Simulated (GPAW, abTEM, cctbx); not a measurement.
# CaFeGeH: the scripts behind a bonding study

Short scripts, each with its output. The start was made by putting kin elements into a known structure type; the compound need not exist, or be stable, in this form.

## Step 1: Relax the structure

```text
cell
1.0
     3.987000000    0.000000000    0.000000000
     0.000000000    3.987000000    0.000000000
     0.000000000    0.000000000    7.936000000
Ge Fe Ca H
2 2 2 2
Direct
0.000000000 0.500000000 0.346100000
0.500000000 0.000000000 0.653900000
0.500000000 0.500000000 0.500000000
0.000000000 0.000000000 0.500000000
0.000000000 0.500000000 0.845400000
0.500000000 0.000000000 0.154600000
0.500000000 0.500000000 0.000000000
0.000000000 0.000000000 0.000000000
```

```python
from ase.constraints import FixSymmetry
from ase.filters import FrechetCellFilter
from ase.io import read, write
from ase.optimize import BFGS
from ase.parallel import parprint
from gpaw import GPAW, PW, FermiDirac

atoms = read("start.vasp")
atoms.set_initial_magnetic_moments([0, 0, 3, 3, 0, 0, 0, 0])
atoms.set_constraint(FixSymmetry(atoms))
atoms.calc = GPAW(mode=PW(670), xc="PBE", kpts={"size": (5, 5, 3), "gamma": True},
                 occupations=FermiDirac(0.1), maxiter=120, symmetry={"tolerance": 1e-5}, txt="relax.txt")
BFGS(FrechetCellFilter(atoms), maxstep=0.15).run(fmax=0.03, steps=40)
parprint("cell  %.4f %.4f %.4f  %.2f %.2f %.2f" % tuple(atoms.cell.cellpar()))
parprint("volume %.3f A^3, largest force %.3f eV/A, largest stress %.2f GPa" % (atoms.get_volume(), abs(atoms.get_forces()).max(), 160.218 * abs(atoms.get_stress()).max()))
atoms.set_constraint()
write("relaxed.vasp", atoms, direct=True)
```

```console
$ OMP_NUM_THREADS=1 mpirun -n 4 gpaw python run.py > gpaw.log
```

```text
      Step        Energy          fmax
BFGS:    0      -40.918704        0.569980
BFGS:    1      -40.928608        0.516648
BFGS:    2      -40.988232        0.268766
BFGS:    3      -40.992347        0.291615
BFGS:    4      -40.999722        0.303034
BFGS:    5      -41.011351        0.279166
BFGS:    6      -41.024350        0.201990
BFGS:    7      -41.032757        0.231901
BFGS:    8      -41.035639        0.219356
BFGS:    9      -41.039804        0.178696
BFGS:   10      -41.045825        0.201495
BFGS:   11      -41.050165        0.203219
BFGS:   12      -41.052001        0.185921
BFGS:   13      -41.053169        0.170648
BFGS:   14      -41.055817        0.139789
BFGS:   15      -41.060586        0.183291
BFGS:   16      -41.070989        0.230132
BFGS:   17      -41.081616        0.180904
BFGS:   18      -41.086681        0.055808
BFGS:   19      -41.086959        0.007681
cell  3.8233 3.8233 8.4316  90.00 90.00 90.00
volume 123.253 A^3, largest force 0.005 eV/A, largest stress 0.08 GPa
```

Time: 6.8 min on 4 cores of Intel(R) Xeon(R) Platinum 8488C (Sapphire Rapids) (shared host), peak memory 1.6 GiB.

## Step 2: Build the all-electron density and subtract free atoms

```text
cell
1.0
     3.823336040    0.000000000    0.000000000
     0.000000000    3.823336040    0.000000000
     0.000000000    0.000000000    8.431630740
Ge Fe Ca H
2 2 2 2
Direct
0.000000000 0.500000000 0.327449960
0.500000000 0.000000000 0.672550040
0.500000000 0.500000000 0.500000000
0.000000000 0.000000000 0.500000000
0.000000000 0.500000000 0.855233530
0.500000000 0.000000000 0.144766470
0.500000000 0.500000000 0.000000000
0.000000000 0.000000000 0.000000000
```

```python
import numpy as np
from ase.io import read
from ase.units import Bohr
from gpaw import GPAW, PW, FermiDirac
from gpaw.calculator import GPAW as OldGPAW
from gpaw.mpi import serial_comm, world
from scipy.special import erfc
from scipy.spatial import cKDTree

atoms = read("cell.vasp")
atoms.set_initial_magnetic_moments([0, 0, 3, 3, 0, 0, 0, 0])
atoms.calc = GPAW(mode=PW(550), xc="PBE", kpts={"size": (6, 6, 3), "gamma": True},
                 occupations=FermiDirac(0.1), maxiter=120, symmetry={"tolerance": 1e-5}, txt="scf.txt")
atoms.get_potential_energy()
rho = atoms.calc.get_all_electron_density(gridrefinement=2)
moments = atoms.get_magnetic_moments() if atoms.calc.get_number_of_spins() == 2 else np.zeros(len(atoms))
total = atoms.get_magnetic_moment() if moments.any() else 0.0
if world.rank == 0:
    free = OldGPAW(mode=PW(550), xc="PBE", txt=None, communicator=serial_comm)
    neutral = atoms.copy()
    neutral.set_initial_magnetic_moments(None)
    free.initialize(neutral)
    free.set_positions(neutral)
    drho = rho - free.get_all_electron_density(gridrefinement=2)
    # GPAW starts from confined atoms: exchange their smooth part for that of the datasets' free atoms
    h = np.stack(np.meshgrid(*[np.fft.fftfreq(n, 1 / n) for n in drho.shape], indexing="ij"), -1)
    gabs = np.linalg.norm(h @ atoms.cell.reciprocal(), axis=-1)
    tails = np.fft.fftn(free.get_pseudo_density(gridrefinement=2))
    g, form, v0 = np.linspace(0, gabs.max(), 1500), {}, 0
    for e in set(atoms.symbols):
        idx = atoms.symbols.search(e)
        d = free.setups[idx[0]].data
        r, w = d.rgd.r_g * Bohr, d.rgd.r_g**2 * d.rgd.dr_g
        j0 = np.sinc(2 * g[:, None] * r)
        smooth = sum(f * p**2 for f, p in zip(d.f_j, d.phit_jg)) + np.sqrt(4 * np.pi) * d.nct_g
        full = sum(f * p**2 for f, p in zip(d.f_j, d.phi_jg)) + np.sqrt(4 * np.pi) * d.nc_g
        phase = sum(np.exp(-2j * np.pi * h @ s) for s in atoms.get_scaled_positions()[idx])
        tails -= np.interp(gabs, g, j0 @ (smooth * w)) * phase * drho.size / atoms.get_volume()
        form[e] = j0 @ (full * w)
        v0 += 2 * np.pi / 3 * 14.3996 * (full * w * r**2).sum() * len(idx)  # V A^3
    tails *= 0.5 * erfc((gabs - 1.8) / 0.25)  # the tails differ at long wavelengths alone
    drho += np.fft.ifftn(tails).real  # crystal minus superposed spherical free atoms
    np.save("drho.npy", drho)
    dv = atoms.get_volume() / drho.size
    print("grid", drho.shape, " electrons %.3f" % (rho.sum() * dv), " moved by bonding %.3f e" % (abs(drho).sum() * dv / 2))
    pts = np.indices(drho.shape).reshape(3, -1).T / drho.shape @ atoms.cell
    shifts = (np.indices((3, 3, 3)).reshape(3, -1).T - 1) @ atoms.cell
    images = (atoms.positions[None] + shifts[:, None]).reshape(-1, 3)
    dist, idx = cKDTree(images).query(pts, k=4)
    out = drho.ravel()[dist[:, 0] > 0.5]
    print("deformation density beyond 0.5 A of the nuclei: max %.3f, min %.3f e/A^3" % (out.max(), out.min()))
    tie = dist < dist[:, :1] + 1e-4
    q = -np.bincount((idx % len(atoms))[tie], (drho.ravel()[:, None] / tie.sum(1, keepdims=True) * tie)[tie], len(atoms)) * dv
    print("atom        x       y       z   Voronoi charge  moment")
    for a, s, c, m in zip(atoms, atoms.get_scaled_positions(), q, moments):
        print("%-2s%-3d %7.4f %7.4f %7.4f %10.3f %10.2f" % (a.symbol, a.index + 1, *s, c, m))
    np.savez("free.npz", g=g, **form)
    print("mean inner potential of superposed free atoms %.3f V" % (v0 / atoms.get_volume()))
    print("total magnetic moment %.3f muB" % total)
```

```console
$ OMP_NUM_THREADS=1 mpirun -n 4 gpaw python run.py > gpaw.log
```

```text
grid (42, 42, 96)  electrons 158.000  moved by bonding 1.360 e
deformation density beyond 0.5 A of the nuclei: max 0.211, min -0.096 e/A^3
atom        x       y       z   Voronoi charge  moment
Ge1    0.0000  0.5000  0.3274     -0.008      -0.07
Ge2    0.5000  0.0000  0.6726     -0.008      -0.07
Fe3    0.5000  0.5000  0.5000     -0.077       1.61
Fe4    0.0000  0.0000  0.5000     -0.077       1.61
Ca5    0.0000  0.5000  0.8552      0.178      -0.01
Ca6    0.5000  0.0000  0.1448      0.178      -0.01
H 7    0.5000  0.5000  0.0000     -0.093      -0.00
H 8    0.0000  0.0000  0.0000     -0.093      -0.00
mean inner potential of superposed free atoms 18.751 V
total magnetic moment 2.743 muB
```

Time: 52 s.

## Step 3: Fourier-transform the difference

```python
from cctbx import adptbx, crystal, miller, xray
from cctbx.eltbx import tiny_pse
import numpy as np

cs = crystal.symmetry(unit_cell=(3.8233, 3.8233, 8.4316, 90, 90, 90), space_group_symbol='Hall: P 4ab 2ab -1ab')  # P4/nmm
atoms = [  # label, site, U (iso, or U11 U22 U33 U12 U13 U23 in A^2), occupancy
    ("Ge1", (0, 0.5, 0.32745), 0.0000, 1),
    ("Fe1", (0.5, 0.5, 0.5), 0.0000, 1),
    ("Ca1", (0, 0.5, 0.85523), 0.0000, 1),
    ("H1", (0.5, 0.5, 0), 0.0000, 1),
]
xs = xray.structure(crystal_symmetry=cs)
for label, site, u, occ in atoms:
    u = adptbx.u_cif_as_u_star(cs.unit_cell(), u) if isinstance(u, tuple) else u
    xs.add_scatterer(xray.scatterer(label, site=site, u=u, occupancy=occ))
xs.scattering_type_registry(table="wk1995")
drho = np.load("drho.npy")
T = np.array([[1, 0, 0], [0, 1, 0], [0, 0, 1]])  # conventional axes in terms of the primitive ones
dF = np.fft.ifftn(drho) * 123.25272  # electrons a conventional cell, indexed by primitive hkl
ms = miller.build_set(cs, anomalous_flag=False, d_min=0.9).sort("resolution")
iam = ms.structure_factors_from_scatterers(xs, algorithm="direct").f_calc()
p1 = xs.expand_to_p1()
z = np.array([tiny_pse.table(sc.scattering_type).atomic_number() for sc in p1.scatterers()])
x = np.array(p1.sites_frac())
free = np.load("free.npz")
print("static structure factors of the conventional cell: F in electrons, V (Mott-Bethe) in volts")
print("   h  k  l      d  |F| table  |F| free   |F| DFT   change   |V| free  |V| DFT  change %")
for h, d, table in list(zip(ms.indices(), ms.d_spacings().data(), iam.data()))[:16]:
    df = dF[tuple(np.rint(np.linalg.solve(T, h)).astype(int))]
    phase = np.exp(2j * np.pi * x @ h)
    f = sum(np.interp(1 / d, free["g"], free[sc.scattering_type]) * p for sc, p in zip(p1.scatterers(), phase))
    fz = (z * phase).sum()
    c = 14.3996 * d * d / (np.pi * cs.unit_cell().volume())
    v0, v1 = abs(fz - f) * c, abs(fz - f - df) * c
    print("%4d%3d%3d %7.4f %9.3f %9.3f %9.3f %8.3f %9.3f %8.3f %8s" % (h + (d, abs(table), abs(f), abs(f + df), abs(f + df) - abs(f), v0, v1, "%.1f" % (100 * (v1 / v0 - 1)) if v0 > 0.02 else "-")))
```

```console
$ python run.py
```

```text
static structure factors of the conventional cell: F in electrons, V (Mott-Bethe) in volts
   h  k  l      d  |F| table  |F| free   |F| DFT   change   |V| free  |V| DFT  change %
   0  0  1  8.4316    54.159    54.204    54.269    0.064     3.076    2.906     -5.5
   0  0  2  4.2158     6.982     6.801     7.463    0.662     0.897    0.459    -48.8
   1  0  1  3.4820    23.939    23.948    23.976    0.029     0.474    0.461     -2.7
   1  0  2  2.8321    72.712    72.753    72.952    0.199     5.646    5.587     -1.1
   0  0  3  2.8105    15.259    15.372    15.108   -0.264     2.251    2.328      3.5
   1  1  0  2.7035    39.312    39.731    39.194   -0.538     2.791    2.937      5.2
   1  1  1  2.5744    32.989    33.091    32.861   -0.230     2.845    2.901      2.0
   1  1  2  2.2757    74.509    74.029    74.513    0.484     4.972    4.878     -1.9
   1  0  3  2.2645    16.512    16.508    16.510    0.003     1.263    1.262     -0.0
   0  0  4  2.1079     2.662     3.100     2.853   -0.246     0.256    0.297     15.9
   1  1  3  1.9484    58.877    58.788    58.160   -0.628     2.566    2.655      3.5
   2  0  0  1.9117   108.934   108.368   108.554    0.185     6.745    6.720     -0.4
   2  0  1  1.8643    41.082    41.047    40.554   -0.493     1.851    1.915      3.4
   1  0  4  1.8459    54.832    54.709    54.564   -0.145     3.028    3.046      0.6
   2  0  2  1.7410     3.705     3.381     3.564    0.183     0.538    0.518     -3.8
   0  0  5  1.6863    65.859    65.803    65.415   -0.388     3.424    3.465      1.2
```

Time: 0.24 s on 1 core of Intel(R) Xeon(R) Platinum 8488C (Sapphire Rapids) (shared host), peak memory 0.08 GiB.

## Step 4: Propagate a plane wave with and without the bonding term

```python
import abtem
import numpy as np
from ase.build import make_supercell
from ase.io import read

abtem.config.set({"dask.lazy": False, "fft": "fftw", "diagnostics.progress_bar": False})
M = [[1, -1, 0], [0, 0, -1], [1, 1, 0]]  # rows: x, y and beam direction in the primitive cell's axes
unit = make_supercell(read("cell.vasp"), M)
unit.set_cell(list(unit.cell.lengths()) + [90, 90, 90], scale_atoms=True)
unit.positions[:, 2] += 0.6759  # keeps atomic planes off the slice boundaries
unit.wrap()
slab = unit * (2, 2, 108)
print(slab.get_chemical_formula(), "| box %.2f x %.2f x %.2f A" % tuple(slab.cell.lengths()))

# change of the potential by bonding, from the DFT deformation density (Poisson's equation term by term)
drho = np.load("drho.npy")
prim = read("cell.vasp")
h = np.stack(np.meshgrid(*[np.fft.fftfreq(n, 1 / n) for n in drho.shape], indexing="ij"), -1).reshape(-1, 3).astype(int)
g2 = ((h @ prim.cell.reciprocal()) ** 2).sum(1)
keep = (g2 > 0) & (g2 < 2.5**2)
shape = (155, 241, 32)
vg = np.zeros(shape, complex)
hm = h[keep] @ np.array(M).T
move = np.exp(-2j * np.pi * hm[:, 2] * (0.6759 / unit.cell[2, 2] - 0.5 / shape[2]))  # the same shift, sampled at mid-points
vg[tuple(hm.T % np.array(shape)[:, None])] = -14.3996 / np.pi * (np.fft.fftn(drho).ravel() / drho.size)[keep] / g2[keep] * move
dV = np.fft.ifftn(vg).real * vg.size
dV = dV.reshape(155, 241, 4, 8).mean(3) * unit.cell[2, 2] / 4  # V A, projected in each slice
dV = np.tile(dV.transpose(2, 0, 1), (108, 2, 2))


def build(atoms):
    p = abtem.Potential(atoms, gpts=(310, 482), slice_thickness=[slab.cell[2, 2] / 432] * 432,
                        parametrization="lobato", projection="infinite", exit_planes=36).build()
    p.array[:] += BONDING * dV
    return p


sigmas = {'Ge': 0.073, 'Fe': 0.076, 'Ca': 0.079, 'H': 0.101}  # r.m.s. displacement along each axis, A
u = np.array([sigmas[s] for s in slab.symbols])[:, None]
rng = np.random.default_rng(619)


def potentials():
    for _ in range(3):  # frozen phonons, one configuration at a time
        atoms = slab.copy()
        atoms.positions += u * rng.standard_normal((len(atoms), 3))
        atoms.wrap()
        yield build(atoms)


for label, BONDING in (("IAM", 0.0), ("DFT", 1.0)):
    print("=====", label)
    rng = np.random.default_rng(619)  # the same displacements for both
    potential = build(slab)
    print("grid", potential.gpts, "slices", potential.num_slices)
    thickness = potential.exit_thicknesses
    wave = abtem.PlaneWave(energy=100000)
    dp = np.mean([wave.multislice(p).diffraction_patterns(max_angle="valid").array for p in potentials()], axis=0)
    hkl = [(0, 0, 0), (0, 0, 1), (0, 0, 2), (0, 0, 3), (1, -1, 0), (1, -1, 1), (1, -1, 2)]
    nx, ny = dp.shape[-2:]
    print("intensity of each beam, fraction of the incident wave")
    print("  t (A)" + "".join("%9s" % " ".join(map(str, h)) for h in hkl) + "  diffuse    total")
    grid = np.zeros((nx, ny), bool)
    grid[nx // 2 % 2::2, ny // 2 % 2::2] = True
    for t, a in list(zip(thickness, dp))[1:]:
        idx = [np.rint(np.array(M) @ np.linalg.solve([[1, 0, 0], [0, 1, 0], [0, 0, 1]], h)).astype(int) for h in hkl]
        print("%7.1f" % t + "".join("%9.5f" % a[nx // 2 + i[0] * 2, ny // 2 + i[1] * 2] for i in idx) + "%9.4f%9.4f" % (a[~grid].sum(), a.sum()))
```

```console
$ python run.py
```

```text
H1728Ca1728Fe1728Ge1728 | box 10.81 x 16.86 x 583.96 A
===== IAM
grid (310, 482) slices 432
intensity of each beam, fraction of the incident wave
  t (A)    0 0 0    0 0 1    0 0 2    0 0 3   1 -1 0   1 -1 1   1 -1 2  diffuse    total
   48.7  0.50855  0.00646  0.00836  0.00081  0.05456  0.00218  0.01380   0.0554   0.9973
   97.3  0.10345  0.00313  0.03549  0.00468  0.14303  0.00528  0.02318   0.1324   0.9936
  146.0  0.06459  0.01632  0.05970  0.01521  0.11686  0.01222  0.00865   0.2097   0.9896
  194.7  0.24445  0.01728  0.05827  0.02603  0.03042  0.01679  0.00356   0.2451   0.9876
  243.3  0.31024  0.02370  0.04501  0.01354  0.02230  0.00442  0.00058   0.2667   0.9861
  292.0  0.19814  0.01532  0.04910  0.00903  0.06265  0.00036  0.00396   0.2975   0.9841
  340.6  0.08234  0.00952  0.08213  0.00397  0.06187  0.00251  0.01008   0.3241   0.9820
  389.3  0.04052  0.00603  0.10571  0.01246  0.03896  0.00629  0.00735   0.3455   0.9803
  438.0  0.02670  0.00966  0.11270  0.02201  0.02394  0.00703  0.00417   0.3623   0.9789
  486.6  0.02109  0.01469  0.12160  0.01706  0.01415  0.00514  0.00229   0.3763   0.9774
  535.3  0.02372  0.01323  0.13502  0.00814  0.00993  0.00261  0.00097   0.3883   0.9759
  584.0  0.01753  0.00662  0.13696  0.00154  0.01487  0.00018  0.00220   0.3966   0.9746
===== DFT
grid (310, 482) slices 432
intensity of each beam, fraction of the incident wave
  t (A)    0 0 0    0 0 1    0 0 2    0 0 3   1 -1 0   1 -1 1   1 -1 2  diffuse    total
   48.7  0.49979  0.00674  0.01099  0.00071  0.05521  0.00229  0.01440   0.0555   0.9973
   97.3  0.09374  0.00359  0.03552  0.00547  0.14485  0.00582  0.02487   0.1330   0.9936
  146.0  0.08894  0.01521  0.04798  0.01507  0.11309  0.01251  0.01231   0.2096   0.9896
  194.7  0.29574  0.01629  0.04129  0.02299  0.02839  0.01491  0.00488   0.2433   0.9877
  243.3  0.35535  0.02100  0.02776  0.01212  0.02554  0.00276  0.00161   0.2646   0.9862
  292.0  0.21208  0.01300  0.03399  0.00802  0.06962  0.00010  0.00615   0.2964   0.9841
  340.6  0.09040  0.00714  0.06366  0.00468  0.06742  0.00464  0.01103   0.3256   0.9819
  389.3  0.06261  0.00795  0.08058  0.01524  0.04281  0.00860  0.00698   0.3483   0.9801
  438.0  0.06257  0.01290  0.08432  0.02336  0.02712  0.00746  0.00410   0.3657   0.9787
  486.6  0.06370  0.01497  0.09234  0.01454  0.01877  0.00318  0.00298   0.3808   0.9771
  535.3  0.06771  0.00981  0.10507  0.00489  0.01539  0.00066  0.00185   0.3947   0.9755
  584.0  0.05063  0.00304  0.10890  0.00075  0.02137  0.00045  0.00155   0.4045   0.9741
```

Time: 2.2 min.

[Outputs are excerpts: Python notices, other lines and further rows are left out; steps that failed or that the build refused (PBEsol, TPSS) are not shown.]

[Logs are printed without paths, hosts, clocks, repeated set-up lines and the standing remarks that a program may print on its own settings, such as how far it seeks lower states.]
